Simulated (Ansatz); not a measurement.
**GeN (built on the sites of a database entry of SnAs): phonons and vibrational spectra**

How does GeN (built on the sites of a database entry of SnAs) vibrate, and is this structure a minimum?

Calculated with Ansatz 0.2.0; DFT RPBE, scalar-relativistic, plane waves, PAW.

The structure was built from a prototype and need not be the compound's stable phase.

### 1. The starting structure

Symmetry: Fm-3m, No. 225, cubic system. The conventional cell has a = 4.664 Å, b = 4.664 Å, c = 4.664 Å, α = 90.00°, β = 90.00°, γ = 90.00°. Ge has 6 N at 2.33 Å nearest. N has 6 Ge at 2.33 Å nearest. Farther neighbours and most contacts between anions are not listed.

### 2. Coarse relaxation

The start is far from rest, so a relaxation with loose tolerances brings it close first.

File input.yaml:

```yaml
crystal:
  lattice:
    - [0.0, 2.33198, 2.33198]
    - [2.33198, 0.0, 2.33198]
    - [2.33198, 2.33198, 0.0]
  atoms:
    - { symbol: Ge, position: [0.0, 0.0, 0.0] }
    - { symbol: "N", position: [0.5, 0.5, 0.5] }
kpoints:
  mp_grid: { grid: [8, 8, 8] }
hamiltonian:
  xc: rpbe
scf:
  occupations: { method: gaussian, width: 0.1 }
output:
  forces: true
  stress: true
  eigenvalues: true
relax:
  adjacent_minimum: "off"
  f_tol: 0.05
  max_steps: 80
  cell: { stress_tol: 0.5 }
```

On the command line:

```sh
> ansatz run input.yaml --threads 4 --pin off --max-ram 7168MiB --backend cpu --events-out ev --progress --plain --runs-dir out
```

Numbers of over 12 decimals in the logs are rounded to 6 here.

Output:

```text
The last accepted step is kept in <dir> (removed where the run ends without a failure and the disk answers)
Engine: ansatz 0.2.0, aarch64-unknown-linux-gnu
Pseudopotentials: kind: paw
Pseudopotential: Ge, paw, valence charge 14, recommended cutoff 420 eV (normal), Ge.paw.azcp
Pseudopotential: N, paw, valence charge 5, recommended cutoff 420 eV (normal), N.paw.azcp
Functional definition: RPBE
  parameter kappa = 0.804
[...]
--- Relaxed structure (3 steps of the walk, 3 accepted, 1 SCFs on fresh bases) ---
  F+E_penalty+E_count = -4684.78561244 eV   max|allowed force component| = 3.279e-30 eV/Å   (the final SCF, on the basis selected at the relaxed cell)
  cell:  # Å, volume = 23.1218 Å³
    - [0, 2.261155, 2.261155]
    - [2.261155, 0, 2.261155]
    - [2.261155, 2.261155, 0]
  atoms:
    - { symbol: Ge, position: [0, 0, 0] }
    - { symbol: N, position: [0.5, 0.5, 0.5] }
[key lines of the parts left out:]
SCF converged after 6 iterations
Free energy (F): -4684.785612 eV
Fermi energy:    13.089432 eV
P = ⅓ Tr σ = -0.0609 GPa (-0.609 kbar)
```

Wall time 1.4 s (4 threads of Arm Neoverse V1, shared host); peak memory 0.29 GiB.

This run has no spin polarisation although its electron count is odd.

Step by step:

```csv
step,energy less that of the first step (eV),largest force component (eV/Å),pressure (GPa),volume (Å³)
1,0.0000,0.0000,-11.21,25.36
2,-0.0884,0.0000,-0.68,23.25
3,-0.0889,0.0000,0.12,23.12
4*,-0.0858,0.0000,-0.06,23.12
```

Relaxation steps marked * repeat the geometry before them on a plane-wave basis chosen anew for their cell, so energy and pressure can jump there.

Forces are held to the 48 operations that the run works with; a distortion that breaks them can't arise in this run.

```csv
"conventional cell, symmetrised",before,after,change
a (Å),4.664,4.522,-3.0 %
b (Å),4.664,4.522,-3.0 %
c (Å),4.664,4.522,-3.0 %
volume (Å³/atom),12.68,11.56,-8.8 %
```

Final coordinates:

```xyz
2
Lattice="0.0000 2.2612 2.2612 2.2612 0.0000 2.2612 2.2612 2.2612 0.0000" Properties=species:S:1:pos:R:3 pbc="T T T"
Ge    0.0000    0.0000    0.0000
N     2.2612    2.2612    2.2612
```

Numbers from this step:

| Property | Result |
| --- | --- |
| pressure | -0.06085 GPa |
| volume per atom | 11.56 Å³ |
| gap on the k-mesh | 0 eV |

In this step the volume went from 12.68 to 11.56 Å³/atom.

### 3. Bringing the structure to rest

Harmonic phonons are second derivatives at a point where the forces vanish, and they are wanted at zero stress, so atoms and cell are relaxed first.

File input.yaml:

```yaml
crystal:
  lattice:
    - [0.0, 2.2611549483, 2.2611549483]
    - [2.2611549483, 0.0, 2.2611549483]
    - [2.2611549483, 2.2611549483, 0.0]
  atoms:
    - { symbol: Ge, position: [0.0, 0.0, 0.0] }
    - { symbol: "N", position: [0.5, 0.5, 0.5] }
kpoints:
  mp_grid: { grid: [14, 14, 14] }
hamiltonian:
  xc: rpbe
scf:
  occupations: { method: gaussian, width: 0.1 }
output:
  forces: true
  stress: true
  eigenvalues: true
  write_density: true
  write_potential: true
  elf: true
  volumetric_format: npy
relax:
  adjacent_minimum: "off"
  f_tol: 0.005
  max_steps: 80
  cell: { stress_tol: 0.05 }
```

Output:

```text
[...]
Crystal: 2 atoms, lattice volume = 23.122 Å³
Basis set: ecut = 420 eV, 459 PW (Γ), exchange–correlation on 48×48×48 points (8 copies of the dense FFT grid, shifted against one another)
Bands: 14, of which v1, the nominal top of the filled ones, is band 10 counted from 1 (9 counted from 0)
Symmetry: 48 space group operations
[...]
k-points: 104 of 2744
[...]
SCF iter   1: F=—  HF=-4684.780538 eV  |F-HF|=—  |Δ(HF+E_count)|=         —  Δρ=3.29e-3  dr2=9.63e-4  ethr=1.77e-3  ⟨swp⟩=5.0  Hψ=6748  notcnv=0
[...]
SCF iter   6: F=-4684.780057 eV  HF=-4684.780057 eV  |F-HF|=4.51e-9  |Δ(HF+E_count)|=   7.77e-9  Δρ=4.48e-6  dr2=2.45e-9  ethr=1.13e-10  ⟨swp⟩=4.8  Hψ=7167  notcnv=0
SCF 1 converged in 6 iterations: F = -4684.780057 eV  dr2 = 2.45e-9
[...]
relax step   1: F+E_penalty+E_count = -4684.78005666 eV  Δ(F+E_penalty+E_count) = +0.000e0 eV  max|allowed force component| = 5.037e-30 eV/Å  Δτ_max = 0.0000 Å  P = -0.127 GPa  Ω = 23.122 Å³  (6 SCF iters, dr2 threshold 1.00e-7 eV, accepted)
Crystal: 2 atoms, lattice volume = 23.106 Å³
[...]
SCF iter   6: F=-4684.780100 eV  HF=-4684.780100 eV  |F-HF|=9.09e-13  |Δ(HF+E_count)|=  9.09e-13  Δρ=2.74e-8  dr2=7.60e-14  ethr=1.00e-12  ⟨swp⟩=3.0  Hψ=4801  notcnv=0
SCF 2 converged in 6 iterations: F = -4684.780100 eV  dr2 = 7.60e-14
relax step   2: F+E_penalty+E_count = -4684.78009969 eV  Δ(F+E_penalty+E_count) = -4.303e-5 eV  max|allowed force component| = 3.123e-30 eV/Å  Δτ_max = 0.0000 Å  P = -0.020 GPa  Ω = 23.106 Å³  energy of the carried Pulay correction = +3.556e-5 eV  (6 SCF iters, accepted)
[...]
SCF iter   1: F=—  HF=-4684.780072 eV  |F-HF|=—  |Δ(HF+E_count)|=         —  Δρ=2.48e-6  dr2=2.55e-10  ethr=4.04e-8  ⟨swp⟩=3.0  Hψ=10724  notcnv=0
eigensolver tolerance schedule: the retry pair's looser diagonalisation over-reported the residual by 30038.34 of it (diagonalisation noise at 0.64 of the residual, at the tolerance the schedule requests for it); recorded, not acted on — ethr = c·dr2/N_el stays at c = 1.0e-1
SCF iter   2: F=—  HF=-4684.780071 eV  |F-HF|=—  |Δ(HF+E_count)|=   1.11e-6  Δρ=1.18e-6  dr2=3.63e-11  ethr=1.34e-12  ⟨swp⟩=2.2  Hψ=2481  notcnv=0
[...]
SCF iter   8: F=-4684.780071 eV  HF=-4684.780071 eV  |F-HF|=0.00e0  |Δ(HF+E_count)|=  9.09e-13  Δρ=5.32e-11  dr2=8.90e-20  ethr=1.00e-12  ⟨swp⟩=1.0  Hψ=3328  notcnv=0
SCF 3 converged in 8 iterations: F = -4684.780071 eV  dr2 = 8.90e-20
relax step   3: F+E_penalty+E_count = -4684.78007138 eV  Δ(F+E_penalty+E_count) = +2.831e-5 eV  max|allowed force component| = 2.432e-30 eV/Å  Δτ_max = 0.0000 Å  P = -0.022 GPa  Ω = 23.106 Å³  stress off target by 2.24e-2 GPa  SCF on the basis re-selected at this cell (its energy is not comparable with the rows above)  (8 SCF iters)
[...]
SCF converged after 8 iterations
Free energy (F): -4684.780071 eV
[...]
Internal energy: -4684.775671 eV  (E = F + TS)
E sigma→0 (E₀):  -4684.777871 eV
Entropy (-TS):   -0.004400 eV (-2.200 meV/atom)
Fermi energy:    12.924125 eV
[...]
--- Stress (GPa, compression-positive) ---
       -0.022379       0.000000       0.000000
        0.000000      -0.022379      -0.000000
        0.000000       0.000000      -0.022379
  P = ⅓ Tr σ = -0.0224 GPa (-0.224 kbar)
--- Band table (eV; the first three rows and the last of 104) ---
  k-point 0: bands = [... 6 lower, 9.2946, 10.2500, 10.2500, 10.2500, 21.4545, 21.4545, 21.4545, 23.3171]
  k-point 1: bands = [... 6 lower, 8.4493, 10.2485, 10.2485, 10.9853, 20.6783, 20.9987, 20.9987, 23.2572]
  k-point 2: bands = [... 6 lower, 7.1870, 10.2467, 10.2467, 11.9107, 19.3211, 20.0542, 20.0542, 23.1368]
  k-point 103: bands = [... 6 lower, 4.8692, 5.5821, 6.3062, 12.7937, 17.3769, 19.0354, 19.5213, 24.4316]
--- Relaxed structure (2 steps of the walk, 2 accepted, 1 SCFs on fresh bases) ---
[...]
cell:  # Å, volume = 23.1056 Å³
    - [0, 2.260627, 2.260627]
    - [2.260627, 0, 2.260627]
    - [2.260627, 2.260627, 0]
  atoms:
    - { symbol: Ge, position: [0, 0, 0] }
    - { symbol: N, position: [0.5, 0.5, 0.5] }
```

Elapsed: 2.4 s, on 4 threads; peak memory 0.34 GiB.

Little changed from the start: no atom moved by 0.005 Å and no cell edge by 0.1 %.

This step gave:

| Property | Result |
| --- | --- |
| pressure | -0.02238 GPa |
| volume per atom | 11.55 Å³ |

Valence density in the ac plane of the conventional cell at fractional y = 0.000, with atoms of Ge and N within 0.2 Å of it. It is the smooth field of the valence electrons, not physical close to the nuclei.

Ten steps, logarithmic in the rise over the least value, from '_' (0 e/Å³) to '@' (42 e/Å³), each cell a mean:
```
%%**::....--====--::....--##
==::..____..----::..____..--
....________......________..
..__________....__________..
::..______..::::..______..::
==--..__..::****==..__..::--
====::....==%%@@**::....--==
==--::....--##%%**::....--==
--::..____..--==::..____..--
....________......________..
..__________....__________..
::..______..::::..______..::
**==..__..::--==--..__..::**
@@**::....--======::....==%%
```
Columns run along a (4.5 Å), rows up along c (4.5 Å), edges of the conventional cell, whose origin can differ from the input's. Atoms in or near the plane, at fractional coordinates: Ge at (0.00, 0.00), Ge at (0.50, 0.50), N at (0.50, 0.00), N at (0.00, 0.50).

Electrostatic potential energy in the ac plane of the conventional cell at fractional y = 0.000, with atoms of Ge and N within 0.2 Å of it. With pseudopotentials it is smooth inside the atoms' cores, unlike the true potential.

Ten even steps from '_' (-47 eV) to '@' (13 eV), each cell a mean:
```
::--++%%@@**____--%%@@##==::
==++##@@@@@@**++##@@@@%%**==
##%%@@@@@@@@@@@@@@@@@@@@%%##
@@@@@@@@@@@@%%%%@@@@@@@@@@@@
%%@@@@@@@@##++++**%%@@@@@@%%
..++@@@@%%++----==**@@@@##--
__..%%@@##==::..--++%%@@++__
__--%%@@##==::::--++%%@@**__
++##@@@@%%**====++##@@@@@@**
@@@@@@@@@@%%####%%@@@@@@@@@@
%%@@@@@@@@@@@@@@@@@@@@@@@@%%
++**%%@@@@@@%%%%@@@@@@@@##++
--==**@@@@##--..++@@@@%%++--
..--++%%@@++____..%%@@##==::
```
Columns run along a (4.5 Å; values clipped at the 3rd and 97th percentile), rows up along c (4.5 Å), edges of the conventional cell, whose origin can differ from the input's. Atoms in or near the plane, at fractional coordinates: Ge at (0.00, 0.00), Ge at (0.50, 0.50), N at (0.50, 0.00), N at (0.00, 0.50).

ELF in the ac plane of the conventional cell at fractional y = 0.000, with atoms of Ge and N within 0.2 Å of it. It is the smooth field of the valence electrons, not physical close to the nuclei.

Ten even steps from '_' (0.04) to '@' (0.78), each cell a mean:
```
__..--==##@@**++@@@@++==::__
::------++@@@@@@@@##==----::
==--::..::++##%%##==..::--==
**++::....--======::....==++
@@%%++::::----------::==##@@
%%@@%%++----..__::--==##@@@@
::%%@@**==::______--==%%@@++
++@@@@++==::____..--==##@@**
@@@@##==----::::------++@@@@
%%##==..::--====--::..::++##
====::....==++**++::....--==
------::==##@@@@%%++::::----
__::--==##@@@@%%@@%%++----..
____--==%%@@++::%%@@**==::__
```
Columns run along a (4.5 Å), rows up along c (4.5 Å), edges of the conventional cell, whose origin can differ from the input's. Atoms in or near the plane, at fractional coordinates: Ge at (0.00, 0.00), Ge at (0.50, 0.50), N at (0.50, 0.00), N at (0.00, 0.50).

In this step the volume went from 11.56 to 11.55 Å³/atom.

### 4. Relaxing to small forces for the phonons

Phonons need a cell at rest on their own settings, so the relaxation is repeated with tight tolerances on forces and stress, using the mesh and the filling of the phonon run that follows.

File input.yaml:

```yaml
crystal:
  lattice:
    - [0.0, 2.260627416, 2.260627416]
    - [2.260627416, 0.0, 2.260627416]
    - [2.260627416, 2.260627416, 0.0]
  atoms:
    - { symbol: Ge, position: [0.0, 0.0, 0.0] }
    - { symbol: "N", position: [0.5, 0.5, 0.5] }
kpoints:
  mp_grid: { grid: [16, 16, 16] }
hamiltonian:
  xc: rpbe
scf:
  occupations: { method: methfessel_paxton, width: 0.15 }
output:
  forces: true
  stress: true
  eigenvalues: true
relax:
  adjacent_minimum: "off"
  f_tol: 0.001
  max_steps: 60
  cell: { stress_tol: 0.01 }
```

Output:

```text
[...]
Crystal: 2 atoms, lattice volume = 23.106 Å³
Basis set: ecut = 420 eV, 459 PW (Γ), exchange–correlation on 48×48×48 points (8 copies of the dense FFT grid, shifted against one another)
Bands: 14, of which v1, the nominal top of the filled ones, is band 10 counted from 1 (9 counted from 0)
Symmetry: 48 space group operations
[...]
k-points: 145 of 4096
[...]
k-point 144: bands = [... 6 lower, 4.8146, 5.9356, 5.9356, 13.1105, 17.0820, 19.3062, 19.3062, 25.6037]
--- Relaxed structure (3 steps of the walk, 3 accepted, 1 SCFs on fresh bases) ---
[...]
cell:  # Å, volume = 23.0874 Å³
    - [0, 2.260033, 2.260033]
    - [2.260033, 0, 2.260033]
    - [2.260033, 2.260033, 0]
  atoms:
    - { symbol: Ge, position: [0, 0, 0] }
    - { symbol: N, position: [0.5, 0.5, 0.5] }
[key lines of the parts left out:]
SCF converged after 4 iterations
Free energy (F): -4684.786679 eV
Fermi energy:    12.947347 eV
P = ⅓ Tr σ = -0.0021 GPa (-0.021 kbar)
```

It took 3.4 s on 4 threads; peak memory 0.36 GiB; 12 s of CPU time.

Little changed from the start: no atom moved by 0.005 Å and no cell edge by 0.1 %.

This step gave:

```
pressure        : -0.002110 GPa
volume per atom : 11.54 Å³
```

The forces vanish by symmetry and the pressure is -0.002 GPa, within the tolerances set. The cell now holds 11.54 Å³/atom.

### 5. Zone-centre response

The zone centre comes first: it holds the modes that light can see, as far as symmetry allows. No field response is asked, since the mesh shows no gap.

input.yaml, the sections that differ from step 4:

```yaml
crystal:
  lattice:
    - [0.0, 2.2600334388, 2.2600334388]
    - [2.2600334388, 0.0, 2.2600334388]
    - [2.2600334388, 2.2600334388, 0.0]
  atoms:
    - { symbol: Ge, position: [0.0, 0.0, 0.0] }
    - { symbol: "N", position: [0.5, 0.5, 0.5] }
output:
  eigenvalues: true
phonons:
  method: dfpt
# kpoints, hamiltonian, scf: as in step 4
# relax: removed
```

Output:

```text
[...]
Crystal: 2 atoms, lattice volume = 23.087 Å³
Basis set: ecut = 420 eV, 459 PW (Γ), exchange–correlation on 48×48×48 points (8 copies of the dense FFT grid, shifted against one another)
Bands: 14, of which v1, the nominal top of the filled ones, is band 10 counted from 1 (9 counted from 0)
Symmetry: 48 space group operations
k-points: 349 of 4096 (irreducible under 8 space group operations, time reversal used)
[...]
SCF iter   1: F=—  HF=-4684.787280 eV  |F-HF|=—  |Δ(HF+E_count)|=         —  Δρ=3.61e-3  dr2=1.40e-3  ethr=1.77e-3  ⟨swp⟩=5.0  Hψ=22712  notcnv=0
[...]
SCF iter   7: F=-4684.786679 eV  HF=-4684.786679 eV  |F-HF|=9.09e-13  |Δ(HF+E_count)|=  3.42e-10  S|Δr|=    0.00e0  Δρ=1.03e-7  dr2=1.34e-12  ethr=1.00e-12  ⟨swp⟩=3.7  Hψ=21934  notcnv=0
SCF 1 converged in 7 iterations: F = -4684.786679 eV  dr2 = 1.34e-12
[...]
DFPT response loops at Γ: preconditioner auto → Kerker (q_TF=auto, 2.641 Å⁻¹) (partly filled bands, converged f_vac=0.000); β = 1.00, the filter's whole step (`scf.mixing.beta` (0.50) is not read by the response loops under this deck's `scf.mixing.preconditioner`; to damp them name `kerker` or `kerker_dos`, under which they read `scf.mixing.beta`, and type it under 1.00, their step now; both keys bind the ground state too); Broyden in place of MSR1
SCF converged after 7 iterations
[...]
Free energy (F): -4684.786679 eV
[...]
Internal energy: -4684.786755 eV  (E = F + TS)
E sigma→0 (E₀):  -4684.786698 eV
Entropy (-TS):   0.000076 eV (0.038 meV/atom)
Fermi energy:    12.947348 eV
Step filling:    the computed levels leave a gap of 0.0000 eV = 0.0 smearing widths at the electron count; against every level under it full and every level over it empty, smearing changes F+E_penalty+E_count by +0.161 meV and its σ→0 estimate by +0.142 meV
[...]
--- Band table (eV; the first three rows and the last of 349) ---
  k-point 0: bands = [... 6 lower, 9.3116, 10.2557, 10.2557, 10.2557, 21.4761, 21.4761, 21.4761, 23.3325]
  k-point 1: bands = [... 6 lower, 8.6088, 10.2544, 10.2544, 10.8743, 20.8530, 21.1156, 21.1156, 23.2875]
  k-point 2: bands = [... 6 lower, 7.5236, 10.2523, 10.2523, 11.7025, 19.6786, 20.3273, 20.3273, 23.1812]
  k-point 348: bands = [... 6 lower, 4.8146, 5.9356, 5.9356, 13.1105, 17.0820, 19.3062, 19.3062, 25.6037]
--- Phonons (Γ-DFPT): 2 representative perturbations + reference, on 349 of 4096 k-points (Σ response iterations 7) ---
  k mesh reduced under 8 symmetry operations, with k and −k counted as one. Each operation leaves every solved perturbation unchanged. A smaller set is not used because it would not reduce the number of displacements times k-points to solve
  ASR residual: 6.111e-5 → 0.000e0 eV/Å²; symmetrization residual: 3.333e-6 eV/Å²
  ASR residual per site (eV/Å²): 4.26e-6 6.11e-5
  Γ frequencies (cm⁻¹): -214.93 -214.93 -214.93 0.00 0.00 0.00
  non-analytic LO–TO correction: not included (Born effective charges unavailable; polar crystals: no LO–TO splitting at Γ)
```

Run time: 9.8 s. Hardware: 4 threads; peak memory 0.62 GiB.

In the SCF lines HF is the Harris–Foulkes energy and dr2 the Hartree energy of the density residual, in eV; the loop may stop once dr2 is under the threshold and the program's other checks hold. Hψ counts applications of the Hamiltonian.

Numbers from this step:

| Quantity | Value |
| --- | --- |
| sum-rule residual before enforcement | 6.11e-5 eV/Å² |
| point group | m-3m |
| highest optical mode at the zone centre (no LO-TO term) | -214.9 cm⁻¹ |
| lowest optical zone-centre mode | -214.9 cm⁻¹ |

Patterns of degenerate modes are one choice out of their space. Modes at Γ, with each element's share of the kinetic energy (negative means imaginary):

```csv
mode,frequency (cm⁻¹),symmetry,Ge %,N %
1,-214.9,T1u,16,84
2,-214.9,T1u,16,84
3,-214.9,T1u,16,84
4,0.0,acoustic,84,16
5,0.0,acoustic,84,16
6,0.0,acoustic,84,16
```

Displacements in mode 3 (-214.9 cm⁻¹), the largest set to 1:
```
Ge1  0.00  0.00 -0.19
N2   0.00  0.00  1.00
```

Before it was imposed, the acoustic sum rule was missed by 6.1e-5 eV/Å². Small misses are needed for a sound result but don't prove that mesh and cutoff are converged. The lowest optical mode is imaginary, 214.9i cm⁻¹, so the energy falls along it.

[end of part 1 of 2]

[Logs are printed without paths, hosts, clocks, repeated set-up lines and the standing remarks that a program may print on its own settings, such as how far it seeks lower states.]

[Hosts, paths, dates, database ids (printed as entryN), source tags and the programs' standing remarks are cut or masked in the printed files.]
